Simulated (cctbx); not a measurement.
**Diagnosing a refinement**

Cell a = 17.5060 Å, b = 6.9510 Å, c = 10.4270 Å, α = 90.00°, β = 93.83°, γ = 90.00°; space group Cc (no. 9). The compound is Li4HgGe2Se7.

Simulated single-crystal data (cctbx): Mo Kα, λ = 0.71073 Å, to d = 0.8 Å, 50 % of the full sphere, strongest reflection 70000 counts, noise from counting, a 2 % proportional error and a noise floor of 15 counts (s.d.); no absorption.

An anisotropic refinement with weights 1/σ² prints:

```text
Rint 0.015, 430 unique reflections to 1.30 A
cycle     R1     wR2    GooF  max shift (A)
   1  0.0148  0.0365   1.473   0.00482
  12  0.0108  0.0254   1.025   0.00193
final R1 0.0108 wR2 0.0254 GooF 1.025  parameters 126  data/parameter 3.4
atom        x        y        z      Ueq    occ   su(xyz)  su(Uiso or U11)
Hg1    0.11971  0.35988  0.95309   0.0119  1.000  0.00016  0.0006
Se1    0.17115  0.70092  0.02476   0.0106  1.000  0.00031  0.0020
Se2    0.00803  0.64168  0.28446   0.0102  1.000  0.00033  0.0020
Se3    0.07806  0.17685  0.14668   0.0151  1.000  0.00036  0.0022
Se4    0.23401  0.82854  0.35009   0.0124  1.000  0.00041  0.0017
Se5    0.45248  0.67238  0.41696   0.0155  1.000  0.00036  0.0020
Se6    0.30097  0.35910  0.20485   0.0173  1.000  0.00032  0.0020
Se7    0.37677  0.83814  0.09061   0.0103  1.000  0.00036  0.0015
Ge1    0.47784  0.81251  0.24021   0.0170  1.000  0.00065  0.0031
Ge2    0.26814  0.66776  0.17503   0.0067  1.000  0.00048  0.0027
Li1    0.41045  0.34271  0.38057   0.0323  1.000  0.00676  0.0499  NPD
Li2    0.05976  0.82009  0.09220   0.0275  1.000  0.00837  0.0307  NPD
Li3    0.19713  0.84259  0.79027  -0.0042  1.000  0.00472  0.0291  NPD
Li4    0.34508  0.18469  0.01987   0.0652  1.000  0.00928  0.0502
difference map: max 0.24 min -0.23 rms 0.07
Q1    0.2052  0.2616  0.9653    4    0.25  1.47 A from Se4
Q2    0.4076  0.2305  0.2639    4    0.23  1.44 A from Li1
Q3    0.0136  0.2686  0.9201    4    0.23  1.54 A from Se2
Q4    0.2829  0.2778  0.0794    4    0.22  1.44 A from Se6
Q5    0.0010  0.0442  0.6268    4    0.19  1.46 A from Li2
Q6    0.0176  0.2789  0.6640    4    0.18  1.29 A from Li2
```

Q: Accept it or mend it, and why?

Mend it. The fault: data cut at low resolution. Against the right model at the same level, R1 goes from 0.0144 to 0.0108 and GooF from 0.99 to 1.02. The atoms are right, but there are too few data for the parameters: R1 flatters and the s.u.s grow. Data per parameter fall from 15 to 3.4.

The compound is Li4HgGe2Se7. The right model at the same level gives:

```text
Rint 0.017, 1886 unique reflections to 0.80 A
cycle     R1     wR2    GooF  max shift (A)
   1  0.0234  0.0573   1.726   0.01539
   8  0.0144  0.0329   0.990   0.00443
final R1 0.0144 wR2 0.0329 GooF 0.990  parameters 126  data/parameter 15.0
atom        x        y        z      Ueq    occ   su(xyz)  su(Uiso or U11)
Hg1    0.11972  0.35996  0.95311   0.0108  1.000  0.00003  0.0001
Se1    0.17122  0.70108  0.02481   0.0105  1.000  0.00010  0.0003
Se2    0.00800  0.64181  0.28441   0.0106  1.000  0.00010  0.0003
Se3    0.07798  0.17694  0.14677   0.0145  1.000  0.00011  0.0004
Se4    0.23408  0.82846  0.35031   0.0114  1.000  0.00011  0.0003
Se5    0.45248  0.67250  0.41698   0.0163  1.000  0.00010  0.0004
Se6    0.30094  0.35898  0.20457   0.0174  1.000  0.00011  0.0004
Se7    0.37652  0.83838  0.09068   0.0102  1.000  0.00010  0.0003
Ge1    0.47797  0.81346  0.24003   0.0138  1.000  0.00017  0.0004
Ge2    0.26821  0.66837  0.17490   0.0075  1.000  0.00014  0.0004
Li1    0.41083  0.34241  0.37938   0.0299  1.000  0.00265  0.0095
Li2    0.05712  0.81747  0.09357   0.0289  1.000  0.00302  0.0089
Li3    0.19624  0.84123  0.79109   0.0074  1.000  0.00196  0.0048  NPD
Li4    0.34433  0.18571  0.02118   0.0563  1.000  0.00413  0.0145
Flack x: 0.002(7)
Hooft y: -0.005(8)  Bijvoet pairs: 706
difference map: max 0.54 min -0.55 rms 0.13
Q1    0.2307  0.2717  0.9453    4    0.55  1.22 A from Se4
Q2    0.3481  0.4342  0.1719    4    0.52  1.05 A from Se6
Q3    0.3875  0.0363  0.5028    4    0.51  1.29 A from Se7
Q4    0.2778  0.3139  0.7567    4    0.50  0.87 A from Ge2
Q5    0.2796  0.3662  0.1259    4    0.50  0.88 A from Se6
Q6    0.0072  0.0524  0.6638    4    0.50  1.48 A from Li2
```

The model is made up (kin elements in a known structure type, no relaxation), so it says nothing on whether the phase exists.

[Middle refinement cycles are left out of these outputs.]

[Logs are printed without paths, hosts, clocks, repeated set-up lines and the standing remarks that a program may print on its own settings, such as how far it seeks lower states.]
